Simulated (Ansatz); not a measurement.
# BaTiO3: optical spectrum from first principles, part 2 of 2

What colour and refractive index does BaTiO3 have at this level of theory? The cell comes from an older database entry, whose edges can differ from later determinations, mostly by under a per cent.

Ansatz 0.2.0; DFT, PBE, plane-wave PAW, default files, scalar-relativistic, independent-particle optical response without local fields.

So far, electronic dielectric constant ε∞, mean over x, y and z (by symmetry where fewer were run): step 3 (spectrum) 6.61.

The database entry behind the starting cell differs from later determinations by our own check (c/a about 0.6 % short), so it need not match the best structure at ambient conditions.

### Step 4. Static response with local fields

A static field by perturbation theory: the induced potential is included, and the Born charges come with it.

This step: DFT, PBE, plane-wave PAW, default files, scalar-relativistic, static field response by perturbation theory with local fields (Ansatz 0.2.0).

input.yaml

```yaml
crystal:
  lattice:
    - [3.9998, 0.0, 0.0]
    - [0.0, 3.9998, 0.0]
    - [0.0, 0.0, 4.018]
  atoms:
    - { symbol: Ba, position: [0.0, 0.0, 0.0] }
    - { symbol: Ti, position: [0.5, 0.5, 0.49] }
    - { symbol: O, position: [0.0, 0.5, 0.517] }
    - { symbol: O, position: [0.5, 0.0, 0.517] }
    - { symbol: O, position: [0.5, 0.5, 0.019] }
kpoints:
  mp_grid: { grid: [6, 6, 6] }
scf:
  occupations: { method: fixed }
hamiltonian:
  xc: pbe
  pseudopotentials: { kind: paw }
dielectric: {}
```

Launch:

```sh
$ ansatz run input.yaml --threads 4 --pin off --max-ram 8192MiB --backend cpu --events-out ev --progress --plain --runs-dir out
```

Numbers of over 12 decimals in the logs are rounded to 6 here.

The log of the run:

```text
[...]
Crystal: 5 atoms, lattice volume = 64.282 Å³
Basis set: ecut = 420 eV, 1237 PW (Γ), exchange–correlation on 54×54×54 points (8 copies of the dense FFT grid, shifted against one another)
Bands: 25, of which v1, the nominal top of the filled ones, is band 20 counted from 1 (19 counted from 0)
Symmetry: 8 space group operations
k-points: 80 of 216 (irreducible under 2 space group operations, time reversal used)
[...]
SCF iter   1: F=—  HF=-10159.577153 eV  |F-HF|=—  |Δ(HF+E_count)|=         —  Δρ=1.59e-3  dr2=9.75e-4  ethr=1.77e-3  ⟨swp⟩=4.4  Hψ=8435  notcnv=0  defer=164
[...]
SCF iter   9: F=-10159.577571 eV  HF=-10159.577571 eV  |F-HF|=1.09e-11  |Δ(HF+E_count)|=  5.51e-10  Δρ=1.99e-7  dr2=4.32e-11  ethr=1.00e-12  ⟨swp⟩=9.3  Hψ=8855  notcnv=0
SCF 1 converged in 9 iterations: F = -10159.577571 eV  dr2 = 4.32e-11
[...]
DFPT response loops at Γ: preconditioner auto → none (the input reference at scf.mixing.eps_inf says where Resta's filter doesn't serve); β = 0.50; Broyden in place of MSR1
── the response to a field inside a basis, on 6×6×6 k-points: an SCF that follows is theirs, and a resumed run solves both again ──
Bands: 21, of which v1, the nominal top of the filled ones, is band 20 counted from 1 (19 counted from 0)
k-points: 18 of 216 (time reversal used)
[...]
Eigensolver: Dense (18 Hₖ)
SCF iter   1: F=—  HF=-10159.573603 eV  |F-HF|=—  |Δ(HF+E_count)|=         —  Δρ=4.83e-4  dr2=2.77e-5  ethr=1.00e-1
[...]
SCF iter   5: F=-10159.573612 eV  HF=-10159.573612 eV  |F-HF|=2.33e-8  |Δ(HF+E_count)|=   2.57e-8  Δρ=6.93e-6  dr2=3.39e-8  ethr=4.20e-10
SCF 1 converged in 5 iterations: F = -10159.573612 eV  dr2 = 3.39e-8
[...]
SCF converged after 9 iterations
Free energy (F): -10159.577571 eV
[...]
Internal energy: -10159.577571 eV  (E = F + TS)
E sigma→0 (E₀):  -10159.577571 eV
Fermi energy:    10.302041 eV
[...]
--- Band table (eV; the first three rows and the last of 80) ---
  k-point 0: bands = [... 16 lower, 9.1492, 10.0357, 10.0503, 10.0503, 12.1381, 12.3491, 12.3491, 14.3308, ... 1 higher]
  k-point 1: bands = [... 16 lower, 8.9393, 9.4845, 9.9331, 9.9331, 12.1690, 12.7848, 12.7848, 14.3298, ... 1 higher]
  k-point 2: bands = [... 16 lower, 8.5742, 8.7124, 9.7284, 9.7284, 12.2325, 13.5425, 13.5425, 14.3302, ... 1 higher]
  k-point 79: bands = [... 16 lower, 7.9500, 10.2185, 10.2185, 10.3020, 14.5084, 14.5084, 14.5102, 16.9426, ... 1 higher]
--- Dielectric response (ions clamped): 3 representative field directions + reference, inside a basis on a mesh of 216 k-points (Σ response iterations 21) ---
  ε∞ (high-frequency dielectric tensor):
        6.539004     0.000000     0.000000
        0.000000     6.539004     0.000000
        0.000000     0.000000     6.114730
  Born effective charges Z* (e; rows j = field, columns β = displacement):
    site 0:
         2.75864    0.00000    0.00000
         0.00000    2.75864    0.00000
         0.00000    0.00000    2.80977
    site 1:
         7.17358    0.00000    0.00000
         0.00000    7.17358    0.00000
         0.00000    0.00000    6.48213
    site 2:
        -5.71955   -0.00000   -0.00000
        -0.00000   -2.14418   -0.00000
        -0.00000   -0.00000   -2.04152
    site 3:
        -2.14418    0.00000   -0.00000
        -0.00000   -5.71955   -0.00000
        -0.00000   -0.00000   -2.04152
    site 4:
        -2.06849   -0.00000   -0.00000
        -0.00000   -2.06849   -0.00000
        -0.00000   -0.00000   -5.20887
  Z* charge neutrality: 1.579e-2 e pre-enforcement
  solved inside a basis spanned on kpoints, on 6×6×6 k-points, its susceptibility summed on 10×10×10: ε∞ is read to err by 2.5e-2, Z* by 6.5e-2 e (field_mesh: kpoints solves on kpoints); Z* is corrected for what the basis lacks
```

Wall time 17 s (4 threads of Intel Xeon Platinum 8559C (Emerald Rapids), shared host); peak memory 1 GiB.

This step gave:

- electronic dielectric constant ε∞, mean over x, y and z (by symmetry where fewer were run): 6.398

ε∞ with local fields:

```
6.54 0.00 0.00
0.00 6.54 0.00
0.00 0.00 6.11
```

Diagonal elements. Born, by row:

```csv
atom,Z*xx (e),Z*yy (e),Z*zz (e)
Ba1,2.759,2.759,2.81
Ti2,7.174,7.174,6.482
O3,-5.72,-2.144,-2.042
O4,-2.144,-5.72,-2.042
O5,-2.068,-2.068,-5.209
```

Mean Born charges are Ba +2.78, Ti +6.94 and O -3.24, against formal valences of +2, +4 and -2. That of Ti exceeds its valence by 74 %, the mark of charge moving along hybridised bonds as the atoms shift.

### Step 5. What came out

```
gap on the path                                                                                                                                     : 1.84 eV
least direct gap on the path                                                                                                                        : 2.09 eV
electronic dielectric constant ε∞, mean over x, y and z (by symmetry where fewer were run) (independent particles)                                  : 6.61
absorption onset, first axis (α over 10⁴ cm⁻¹, or the direct gap if that lies higher)                                                               : 2.09 eV
main peak of Im epsilon, first axis                                                                                                                 : 4.15 eV
centre of weight of the strongest loss peak in the window, first axis                                                                               : 13.4 eV
photocurrent from vertical transitions in a film 500 nm thick on a perfect mirror (two passes), AM1.5G, no front reflection, all carriers collected : 12.2 mA/cm²
electronic dielectric constant ε∞, mean over x, y and z (by symmetry where fewer were run) (static response with local fields)                      : 6.40
```

**Reading.** At this level (PBE, independent particles) BaTiO3 has a mean ε∞ = 6.61 (6.40 with local fields) and n = 2.62 at 1550 nm (E ∥ x); absorption sets in near 2.1 eV, and Im ε peaks at 4.1 eV (E ∥ x). The gap is indirect (1.84 eV), so absorption without phonons can begin only at the direct gap of 2.09 eV. Absorption passes 10⁴ cm⁻¹ from the direct gap on, 2.09 eV, inside the visible range. The strongest loss structure up to 20 eV has its centre of weight at 13.4 eV; a free-electron gas of the 26.5 electrons in the f-sum would put its plasmon at 23.8 eV. Distinct maxima of Im ε, read by a parabola through the highest points, lie at 4.15 eV (9.6), 6.93 eV (4.7), 8.83 eV (5.3) and 19.01 eV (5.0) for E ∥ x or y. The f-sum over the summed bands holds 26.5 of the cell's 40 electrons outside the frozen cores, 16 of which lie in bands more than 12 eV below the Fermi level, whose transitions come at higher energies. Up to 20 eV the strength has a mean oscillator energy of 8.2 eV, well above the main peak, so higher transitions carry much of it. Through 1 µm of it, D65 light comes out orange (x = 0.580, y = 0.415; 19 % transmitted). A larger true gap would move the edge to shorter wavelengths and change the colour. At 1064 nm the birefringence n(z) − n(x) is -0.058: the crystal is uniaxial negative at this level. In the base spectrum excitons and phonon-assisted transitions are missing, and so are local fields; PBE gaps are as a rule too small, which pulls the onset down and ε∞ up. In the base run ε includes the program's bounded estimate of what the bands above those summed add. Spin-orbit coupling is left out although heavy atoms are present.

[Logs are printed without paths, hosts, clocks, repeated set-up lines and the standing remarks that a program may print on its own settings, such as how far it seeks lower states.]

[Hosts, paths, dates, database ids (printed as entryN), source tags and the programs' standing remarks are cut or masked in the printed files.]
